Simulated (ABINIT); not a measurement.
An input for ABINIT 10.8.3 (AlGa3N4 (P-43m)):

```
acell 3*1.0 Angstrom
rprim 
  4.471685360000 0.000000000000 0.000000000000
  0.000000000000 4.471685360000 0.000000000000
  0.000000000000 0.000000000000 4.471685360000
ntypat 3
znucl 13 31 7
natom 8
typat 1 2 2 2 3 3 3 3
xred 
  0.000000000000 0.000000000000 0.000000000000
  0.500000000000 0.500000000000 0.000000000000
  0.500000000000 0.000000000000 0.500000000000
  0.000000000000 0.500000000000 0.500000000000
  0.755714420000 0.755714420000 0.244285580000
  0.755714420000 0.244285580000 0.755714420000
  0.244285580000 0.755714420000 0.755714420000
  0.244285580000 0.244285580000 0.244285580000
pp_dirpath "pseudos"
pseudos "Al.upf, Ga.upf, N.upf"
ecut 36
ngkpt 2 2 2
nshiftk 1
shiftk 0 0 0
kptopt 1
chksymbreak 0
istwfk *1
occopt 1
irdwfk 1
optdriver 3
nband 125
ecuteps 2.6
inclvkb 2
awtr 1
symchi 1
gwcalctyp 1
nfreqre 0
nfreqim 8
gwrpacorr 1
indata_prefix "in"
outdata_prefix "out"
tmpdata_prefix "tmp"
```

```sh
OMP_NUM_THREADS=1 mpirun -n 4 abinit run.abi > log
```

Q: Estimate wall time and host memory on 4 MPI ranks of Arm Neoverse V1, shared host.

It took 26 s; on shared hardware allow 13 s to 52 s. Peak host memory was 0.92 GiB.

[Paths, hosts, dates, memory and timing lines, banners, echoed tables and standing remarks are left out of the program output.]

[Logs are printed without paths, hosts, clocks, repeated set-up lines and the standing remarks that a program may print on its own settings, such as how far it seeks lower states.]

[Runs of the session that timed out or met a known fault of the program may be left out.]

[No measured gap is set beside runs whose start may be inverted or whose files or cutoffs have a known fault.]

[Hosts, paths, dates, database ids (printed as entryN), source tags and the programs' standing remarks are cut or masked in the printed files.]

[G0W0 gaps are taken among the corrected bands and points alone; a level outside them can change the order at an edge.]

[Where Ansatz stands beside ABINIT at settings called matched, ABINIT's density can come from a denser mesh and the files from another edition; pairs whose starting gaps differed by over 0.03 eV were left out, so agreement reads better than it is.]
